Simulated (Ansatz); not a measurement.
# Puckered PAs monolayer in a perpendicular field, part 2 of 2

Wanted: the out-of-plane response of the puckered PAs monolayer. A positive field points along +c.

Ansatz 0.2.0; plane-wave DFT, PBE-D3(BJ), Ansatz PAW (set soft_1); PAW set soft_1.

So far. Step 2 (Relaxation): The lattice constant a goes from 4.690 to 4.384 Å.

### Step 3. Single point, field 0

A sawtooth potential applies the field, turning back in the middle of the vacuum. With the dipole correction the typed value is the field outside the slab. The induced dipole is small, so the SCF threshold is tight.

The cell differs from the one that the last finished run ended in (c 35.760 → 20.471 Å).

The input, input.yaml:

```yaml
crystal:
  lattice:
    - [4.3843357273, 0.0, 0.0]
    - [0.0, 3.5215270192, 0.0]
    - [0.0, 0.0, 20.4705157479]
  atoms:
    - { symbol: P, position: [0.0690706605, 0.0, 0.4488475918] }
    - { symbol: As, position: [0.4309293395, 0.5, 0.4396567293] }
    - { symbol: As, position: [0.9309293395, 0.0, 0.5603432707] }
    - { symbol: P, position: [0.5690706605, 0.5, 0.5511524082] }
kpoints:
  mp_grid: { grid: [10, 12, 1] }
  band_path:
    path:
      - [0, 0, 0]
      - [0.5, 0, 0]
      - [0.5, 0.5, 0]
      - [0, 0, 0]
      - [0, 0.5, 0]
      - [0.5, 0.5, 0]
    npoints: 16
hamiltonian:
  xc: pbe
  dispersion: d3bj
  pseudopotentials: { kind: paw, azcp: { folder: soft_1 } }
scf:
  occupations: { method: fermi_dirac, width: 0.02585 }
  convergence: { dr2_threshold: 1.0e-10 }
efield:
  axis: 3
  dipole_correction: true
  ramp_position: 0.97
  ramp_width: 0.06
  amplitude: 0
output:
  dos: { projected: true, e_range: [-6, 5] }
  write_potential: true
  write_density: true
  volumetric_format: npy
  elf: true
```

The run is started by

```console
ansatz run input.yaml --threads 2 --pin off --max-ram 3072MiB --backend cpu --events-out ev --progress --plain --runs-dir out
```

Numbers of over 12 decimals in the logs are rounded to 6 here.

What it wrote:

```text
[...]
Crystal: 4 atoms, lattice volume = 316.056 Å³
Basis set: ecut = 420 eV, 6173 PW (Γ)
Bands: 24, of which v1, the nominal top of the filled ones, is band 20 counted from 1 (19 counted from 0)
Symmetry: 2 space group operations
k-points: 42 of 120 (time reversal used)
[...]
SCF iter   1: F=—  HF=-11224.535912 eV  |F-HF|=—  |Δ(HF+E_count)|=         —  Δρ=1.76e-2  dr2=9.36e-1  ethr=2.44e-3  p=0.000 e·Å  D=7.25e-15 V/Å  ΔV_dip=-0.00 eV  dr2_dipole=5.16e-12  V_vac-E_F(+/−)=5.25/5.25 eV  ⟨swp⟩=1.0  Hψ=7180  notcnv=0
efield: sawtooth ramp at fractional position 0.9700 (set: `efield.ramp_position`, or a place that a band, a saddle search or an elastic batch's reference lends), width 0.0600; the density the first Hamiltonian is built on has a dipole p = 0.000 e·Å; the dipole correction subtracts the counter field D = 7.25e-15 V/Å, which shifts the + side's vacuum level by -0.00 eV against the − side's; the planar-averaged density in the ramp window peaks in size at 1.9e-7 e/Å³
[...]
SCF iter   2: F=—  HF=-11224.372038 eV  |F-HF|=—  |Δ(HF+E_count)|=   1.64e-1  Δρ=8.98e-3  dr2=1.88e-1  ethr=2.34e-3  p=0.000 e·Å  D=6.21e-7 V/Å  ΔV_dip=-0.00 eV  dr2_dipole=7.59e-11  V_vac-E_F(+/−)=4.67/4.67 eV  ⟨swp⟩=2.1  Hψ=1411  notcnv=0
[...]
SCF iter  11: F=-11224.346013 eV  HF=-11224.346013 eV  |F-HF|=3.82e-11  |Δ(HF+E_count)|=  1.55e-10  Δρ=1.12e-7  dr2=8.71e-11  ethr=1.00e-12  p=0.000 e·Å  D=1.93e-7 V/Å  ΔV_dip=-0.00 eV  dr2_dipole=1.12e-11  V_vac-E_F(+/−)=4.18/4.18 eV  ⟨swp⟩=3.4  Hψ=3563  notcnv=0
SCF 1 converged in 11 iterations: F = -11224.346013 eV  dr2 = 8.71e-11
[...]
NSCF: frozen V_eff on 81 k-points
efield: sawtooth ramp at fractional position 0.9700 (kept from the solve that this one continues, or follows in the run), width 0.0600; the density the first Hamiltonian is built on has a dipole p = 0.000 e·Å; the dipole correction subtracts the counter field D = 1.93e-7 V/Å, which shifts the + side's vacuum level by -0.00 eV against the − side's; the planar-averaged density in the ramp window peaks in size at 2.9e-7 e/Å³
WARN: The output density's exchange-correlation potential varies sharply where the density is thin. Do not read a vacuum level from v_tot or v_xc, or from such a field of the output density. On a cell that repeats whose density bears no net charge and no dipole along the vacuum's axis use v_es (v_loc + v_h of the components); under efield.dipole_correction with no amplitude use v_es + v_field, which holds any externa [...]
SCF converged after 11 iterations
Free energy (F): -11224.346013 eV
[...]
Internal energy: -11224.346013 eV  (E = F + TS)
E sigma→0 (E₀):  -11224.346013 eV
Entropy (-TS):   -0.000000 eV (-0.000 meV/atom)
Fermi energy:    -0.828337 eV
Dipole field:    D = -0.000003 V/Å  (p = -0.000006 e·Å, saw-weighted, corrected)
Work function:   Φ+ = 4.1837 eV   Φ− = 4.1836 eV
Levels:          The Fermi level and band energies are counted from a zero that moves with the ramp; work functions are not
[...]
--- Band table (eV; the first three rows and the last of 42) ---
  k-point 0: bands = [... 16 lower, -4.4947, -3.0579, -2.7440, -1.3666, -0.4951, 0.5201, 1.3973, 2.2115]
  k-point 1: bands = [... 16 lower, -4.7704, -3.0788, -2.9550, -1.4113, -0.4368, 1.0659, 1.6717, 1.9469]
  k-point 2: bands = [... 16 lower, -5.2088, -3.4527, -2.8723, -1.5783, -0.2541, 0.9034, 2.2575, 2.3021]
  k-point 41: bands = [... 16 lower, -5.6830, -5.6830, -2.8089, -2.8089, 1.3027, 1.3027, 3.4865, 3.4865]
```

It took 25 s on 2 threads of Arm Neoverse V2, shared host; peak memory 0.69 GiB.

This step gave:

- dipole along the normal: -5.92e-6 e·Å
- gap along the path: 0.5698 eV
- smallest direct gap along the path: 0.8714 eV
- ionisation energy, upper face: 4.420 eV
- electron affinity, upper face: 3.850 eV
- gap, the smaller of path and mesh: 0.5698 eV

Running mean over a fixed 2.7 Å (it still follows the layers) of the planar mean; the ramp of the sawtooth is left out. Electron's electrostatic potential energy less the Fermi level against z:

| z (Å) | electron's electrostatic potential energy less the Fermi level (eV) |
| --- | --- |
| 3.0 | 4.18 |
| 3.5 | 4.18 |
| 4.0 | 4.18 |
| 4.5 | 4.18 |
| 5.0 | 4.18 |
| 5.5 | 4.17 |
| 6.0 | 4.14 |
| 6.5 | 3.98 |
| 7.0 | 3.30 |
| 7.5 | 1.62 |
| 8.0 | -0.673 |
| 8.5 | -2.70 |
| 9.0 | -3.55 |
| 9.5 | -4.55 |
| 10.0 | -5.60 |
| 10.5 | -5.57 |
| 11.0 | -4.47 |
| 11.5 | -3.51 |
| 12.0 | -2.61 |
| 12.5 | -0.531 |
| 13.0 | 1.74 |
| 13.5 | 3.37 |
| 14.0 | 4.00 |
| 14.5 | 4.14 |
| 15.0 | 4.17 |
| 15.5 | 4.18 |
| 16.0 | 4.18 |
| 16.5 | 4.18 |
| 17.0 | 4.18 |
| 17.5 | 4.18 |

The density of states has structure finer than the step of the table below, so its rows give means over 0.2 eV, whole bins alone (the curve runs from -6 to 1.31 eV). Peaks (eV: height): -5.12: 3.25, -4.81: 3.94, -4.73: 4.34, -4.62: 3.59, -3.22: 3.50, -2.00: 4.66, -1.45: 3.83.

Density of states against energy, zero at the Fermi level of the run, which the smearing sets inside the gap; means over each step:

| energy (eV) | density of states (states/eV a cell) |
| --- | --- |
| -5.8 | 1.35 |
| -5.6 | 1.54 |
| -5.4 | 1.50 |
| -5.2 | 2.38 |
| -5.0 | 2.41 |
| -4.8 | 3.60 |
| -4.6 | 3.27 |
| -4.4 | 2.25 |
| -4.2 | 1.51 |
| -4.0 | 1.75 |
| -3.8 | 2.36 |
| -3.6 | 2.82 |
| -3.4 | 2.45 |
| -3.2 | 2.33 |
| -3.0 | 2.60 |
| -2.8 | 2.44 |
| -2.6 | 1.34 |
| -2.4 | 2.14 |
| -2.2 | 3.04 |
| -2.0 | 3.76 |
| -1.8 | 3.02 |
| -1.6 | 2.83 |
| -1.4 | 2.41 |
| -1.2 | 1.36 |
| -1.0 | 1.34 |
| -0.8 | 1.01 |
| -0.6 | 0.638 |
| -0.4 | 0.244 |
| -0.2 | 0 |
| 0.0 | 0 |
| 0.2 | 0 |
| 0.4 | 0.252 |
| 0.6 | 0.684 |
| 0.8 | 1.52 |
| 1.0 | 2.40 |
| 1.2 | 2.15 |

Projected DOS per atom over height of the atomic layer and energy from the Fermi level. Layers: AsP AsP from below.

Ten even steps from '0' (0.00 states/eV) to '9' (0.83 states/eV), each cell a mean:
```
66
44
11
00
00
11
33
44
88
99
88
44
77
66
77
66
44
88
99
66
44
33
```
Columns: height of the atomic layer (Å) from 9.09 to 11.4; rows upwards: energy from the Fermi level (eV) from -5.96 to 1.24.

Electronic bands along the path, in eV, zero at the Fermi level of the run, which the smearing sets inside the gap:

```csv
point,band 17,band 18,band 19,band 20,band 21,band 22,band 23,band 24
Γ,-3.67,-2.23,-1.92,-0.54,0.33,1.35,2.23,3.04
halfway,-3.35,-2.00,-1.79,-0.79,1.13,1.33,1.87,2.39
X,-2.58,-2.58,-1.08,-1.08,1.40,1.40,2.49,2.49
halfway,-3.34,-3.34,-1.81,-1.81,2.39,2.39,3.15,3.15
S,-4.85,-4.85,-1.98,-1.98,2.13,2.13,4.31,4.31
halfway,-3.74,-2.51,-2.01,-1.50,1.42,1.61,2.17,3.92
Γ,-3.67,-2.23,-1.92,-0.54,0.33,1.35,2.23,3.04
halfway,-4.07,-2.78,-1.93,-1.08,0.90,0.92,2.47,3.06
Y,-2.91,-2.91,-2.32,-2.32,0.95,0.95,1.32,1.32
halfway,-3.97,-3.97,-1.98,-1.98,1.68,1.68,2.66,2.66
S,-4.85,-4.85,-1.98,-1.98,2.13,2.13,4.31,4.31
```

Electrostatic potential energy in the ca plane at fractional y = 0.000, with atoms of P and As within 0.2 Å of it. With pseudopotentials it is smooth inside the atoms' cores, unlike the true potential.

Ten even steps from '0' (-21 eV) to '9' (3 eV), each cell a mean:
```
99999999999999999998500036159953899999999999
99999999999999999999864577238824899999999999
99999999999999999999998888511126899999999999
99999999999999999999999999865568999999999999
99999999999999999999999999988889999999999999
99999999999999999999999999999999999999999999
99999999999999999999988899999999999999999999
99999999999999999999877789999999999999999999
99999999999999999998742368988899999999999999
99999999999999999998300027876679999999999999
99999999999999999997100005621137999999999999
99999999999999999997200005238724899999999999
```
Columns run along c (16.0 Å, from fractional 0.05 to 0.84 of the cell; values clipped at the 3rd and 97th percentile), rows up along a (4.4 Å). Atoms in or near the plane, at fractional coordinates: P at (0.45, 0.07), As at (0.56, 0.93).

Valence density in the ca plane at fractional y = 0.000, with atoms of P and As within 0.2 Å of it. It is the smooth field of the valence electrons, not physical close to the nuclei.

Values in e/Å³, 7 rows by 16 columns, each cell a mean:
```
 0  0  0  0  0  0  0  0  1  1 20  1  0  0  0  0
 0  0  0  0  0  0  0  0  0  0  1  0  0  0  0  0
 0  0  0  0  0  0  0  0  0  0  0  0  0  0  0  0
 0  0  0  0  0  0  0  0  0  0  0  0  0  0  0  0
 0  0  0  0  0  0  0  0  0  0  0  0  0  0  0  0
 0  0  0  0  0  0  0  0  1  0  0  0  0  0  0  0
 0  0  0  0  0  0  0  0  0  1  5  0  0  0  0  0
```
Columns run along c (16.0 Å, from fractional 0.05 to 0.84 of the cell), rows up along a (4.4 Å). Atoms in or near the plane, at fractional coordinates: P at (0.45, 0.07), As at (0.56, 0.93).

ELF in the ca plane at fractional y = 0.000, with atoms of P and As within 0.2 Å of it. It is the smooth field of the valence electrons, not physical close to the nuclei.

Ten even steps from '0' (0.00) to '9' (0.96), each cell a mean:
```
00000000000000001489997787631158875200000000
00000000000000000258999865531257763100000000
00000000000000000013566433444455431000000000
00000000000000000000111101244432100000000000
00000000000000000000000000122210000000000000
00000000000000000000000000011100000000000000
00000000000000000000112210000000000000000000
00000000000000000001234431000000000000000000
00000000000000000012466653222332100000000000
00000000000000000135653466556787631000000000
00000000000000001368830168766789874100000000
00000000000000001479960288752479985210000000
```
Columns run along c (16.0 Å, from fractional 0.05 to 0.84 of the cell), rows up along a (4.4 Å). Atoms in or near the plane, at fractional coordinates: P at (0.45, 0.07), As at (0.56, 0.93).

The gap is 0.57 eV, with the valence edge 4.42 eV and the conduction edge 3.85 eV under the upper vacuum level.

### Step 4. Single point, field 0.1 V/Å

Edit input.yaml of step 3 so:

```diff
@@ -31,7 +31,6 @@
   dipole_correction: true
-  ramp_position: 0.97
-  ramp_width: 0.06
-  amplitude: 0
+  ramp_position: 0.9458
+  ramp_width: 0.1084
+  amplitude: 0.1
 output:
-  dos: { projected: true, e_range: [-6, 5] }
   write_potential: true
@@ -39,2 +38 @@
   volumetric_format: npy
-  elf: true
```

What it wrote:

```text
[...]
Crystal: 4 atoms, lattice volume = 316.056 Å³
Basis set: ecut = 420 eV, 6173 PW (Γ)
Bands: 24, of which v1, the nominal top of the filled ones, is band 20 counted from 1 (19 counted from 0)
Symmetry: 2 space group operations
k-points: 42 of 120 (time reversal used)
[...]
--- Band table (eV; the first three rows and the last of 42) ---
  k-point 0: bands = [... 16 lower, -4.4953, -3.0585, -2.7445, -1.3672, -0.4961, 0.5195, 1.3968, 2.2110]
  k-point 1: bands = [... 16 lower, -4.7710, -3.0793, -2.9556, -1.4119, -0.4378, 1.0653, 1.6712, 1.9463]
  k-point 2: bands = [... 16 lower, -5.2093, -3.4532, -2.8728, -1.5788, -0.2551, 0.9029, 2.2565, 2.3016]
  k-point 41: bands = [... 16 lower, -5.6839, -5.6831, -2.8104, -2.8084, 1.3007, 1.3034, 3.4846, 3.4872]
[key lines of the parts left out:]
SCF converged after 12 iterations
Free energy (F): -11224.348096 eV
Fermi energy:    -0.829109 eV
Dipole field:    D = 0.023852 V/Å  (p = 0.041660 e·Å, saw-weighted, corrected)
```

It took 25 s on 2 threads; peak memory 0.65 GiB.

The dipole is 0.0417 e·Å, and the gap 0.569 eV.

### Step 5. Atoms held, field -0.1 V/Å

Edit input.yaml of step 4 so:

```diff
@@ -33,3 +33,3 @@
   ramp_width: 0.1084
-  amplitude: 0.1
+  amplitude: -0.1
 output:
```

What it wrote:

```text
[...]
Crystal: 4 atoms, lattice volume = 316.056 Å³
Basis set: ecut = 420 eV, 6173 PW (Γ)
Bands: 24, of which v1, the nominal top of the filled ones, is band 20 counted from 1 (19 counted from 0)
Symmetry: 2 space group operations
k-points: 42 of 120 (time reversal used)
[...]
--- Band table (eV; the first three rows and the last of 42) ---
  k-point 0: bands = [... 16 lower, -4.4953, -3.0585, -2.7445, -1.3671, -0.4961, 0.5195, 1.3968, 2.2110]
  k-point 1: bands = [... 16 lower, -4.7710, -3.0793, -2.9556, -1.4119, -0.4378, 1.0653, 1.6712, 1.9463]
  k-point 2: bands = [... 16 lower, -5.2093, -3.4532, -2.8728, -1.5788, -0.2551, 0.9029, 2.2565, 2.3016]
  k-point 41: bands = [... 16 lower, -5.6839, -5.6831, -2.8104, -2.8084, 1.3007, 1.3034, 3.4846, 3.4872]
[key lines of the parts left out:]
SCF converged after 12 iterations
Free energy (F): -11224.348096 eV
Fermi energy:    -0.829109 eV
Dipole field:    D = -0.023852 V/Å  (p = -0.041660 e·Å, saw-weighted, corrected)
```

Elapsed: 25 s, on 2 threads; peak memory 0.65 GiB.

The dipole is -0.0417 e·Å, and the gap 0.569 eV.

### Step 6. Response, atoms held

This step: plane-wave DFT, PBE-D3(BJ), Ansatz PAW (set soft_1); response to a field along the normal, atoms held; PAW set soft_1 (Ansatz 0.2.0).

The dipoles give the slope, and the difference of two potentials shows where the field is screened.

This step gave:

| Quantity | Value |
| --- | --- |
| equivalent conductor thickness p/(ε₀AE) | 4.883 Å |
| distance between the outer atoms | 2.471 Å |

Dipole of the cell against applied field:

```
applied field (V/Å)  dipole of the cell (e·Å)
            -0.1000                   -0.0417
             0.0000                   -5.9e-6
             0.1000                    0.0417
```

Local field over the applied field, running mean. From the potentials at -0.1 and 0.1 V/Å; running mean over 2.5 Å. Local field over applied field against z:

z (Å), local field over applied field and a bar:
```
      4.5      0.998 ##############################
      5.0      0.995 ##############################
      5.5      0.985 ##############################
      6.0      0.960 #############################
      6.5      0.899 ###########################
      7.0      0.776 #######################
      7.5      0.598 #################
      8.0      0.415 ############
      8.5      0.255 #######
      9.0      0.119 ##
      9.5      0.046 
     10.0      0.042 
     10.5      0.042 
     11.0      0.048 
     11.5      0.126 ###
     12.0      0.264 #######
     12.5      0.425 ############
     13.0      0.609 ##################
     13.5      0.786 #######################
     14.0      0.904 ###########################
     14.5      0.963 #############################
     15.0      0.986 ##############################
     15.5      0.995 ##############################
     16.0      0.998 ##############################
```

Electrons, planar mean, per unit field. Table of induced electron density by z:

```
z (Å)  induced electron density (e/Å³ per V/Å)
 4.12                                   3.1e-6
 4.41                                   5.9e-6
 4.83                                   1.5e-5
 5.12                                   2.8e-5
 5.40                                   5.3e-5
 5.83                                   1.3e-4
 6.11                                   2.3e-4
 6.40                                   4.1e-4
 6.82                                   9.2e-4
 7.11                                  0.00153
 7.39                                  0.00240
 7.82                                  0.00381
 8.10                                  0.00400
 8.39                                  0.00280
 8.81                                   3.5e-5
 9.10                                  -9.0e-4
 9.38                                  -2.8e-4
 9.81                                  0.00105
10.09                                   4.8e-4
10.38                                  -4.8e-4
10.66                                 -0.00105
11.09                                   2.8e-4
11.37                                   9.0e-4
11.66                                  -3.5e-5
12.08                                 -0.00280
12.37                                 -0.00400
12.65                                 -0.00381
13.08                                 -0.00240
13.36                                 -0.00153
13.65                                  -9.2e-4
14.07                                  -4.1e-4
14.36                                  -2.3e-4
14.64                                  -1.3e-4
15.07                                  -5.3e-5
15.35                                  -2.8e-5
15.64                                  -1.5e-5
16.06                                  -5.9e-6
16.35                                  -3.1e-6
```

The smaller of the gaps on the path and on the k-mesh, counted as 0 under 0.03 eV. The gap stays at 0.570 eV for applied field from -0.1 to 0.1 V/Å.

By hand: between -0.1 and 0.1 V/Å the dipole changes by 0.08332 e·Å, a slope of 0.4166 e·Å²/V. A perfect conductor of thickness t has p = ε₀AEt, so t = 180.95 × 0.4166 / 15.440 = 4.88 Å (e/ε₀ = 180.95 V·Å, A in Å²).

The induced dipole is that of a conductor 4.88 Å thick.

### Step 7. Outcome

| Property | Result |
| --- | --- |
| gap without field | 0.570 eV |
| ionisation energy, upper face | 4.42 eV |
| electron affinity, upper face | 3.85 eV |
| equivalent conductor thickness, atoms held | 4.88 Å |

In words: The induced dipole equals that of a perfect conductor 4.88 Å thick, while the outer atoms lie 2.47 Å apart; an out-of-plane ε follows only once a thickness t is chosen, by 1 − 1/ε = 4.88 Å / t. The gap stays within 0.01 eV of 0.57 eV over the fields run, up to 0.1 V/Å in size. Semilocal functionals give gaps that are too small, and excitons are not included. Spin-orbit coupling is left out.

[Logs are printed without paths, hosts, clocks, repeated set-up lines and the standing remarks that a program may print on its own settings, such as how far it seeks lower states.]

[Hosts, paths, dates, database ids (printed as entryN), source tags and the programs' standing remarks are cut or masked in the printed files.]

[Maps of the electrostatic potential energy from Ansatz leave out the sawtooth potential of an applied field or a dipole correction, so their vacuum need not be flat; planar profiles and work functions include it.]

[The density of states shown here was stored with 400 of the rows of the run's finer table, so its peaks can read low, often by over a quarter, or be missed, and its means over a window can be off by a tenth or more.]
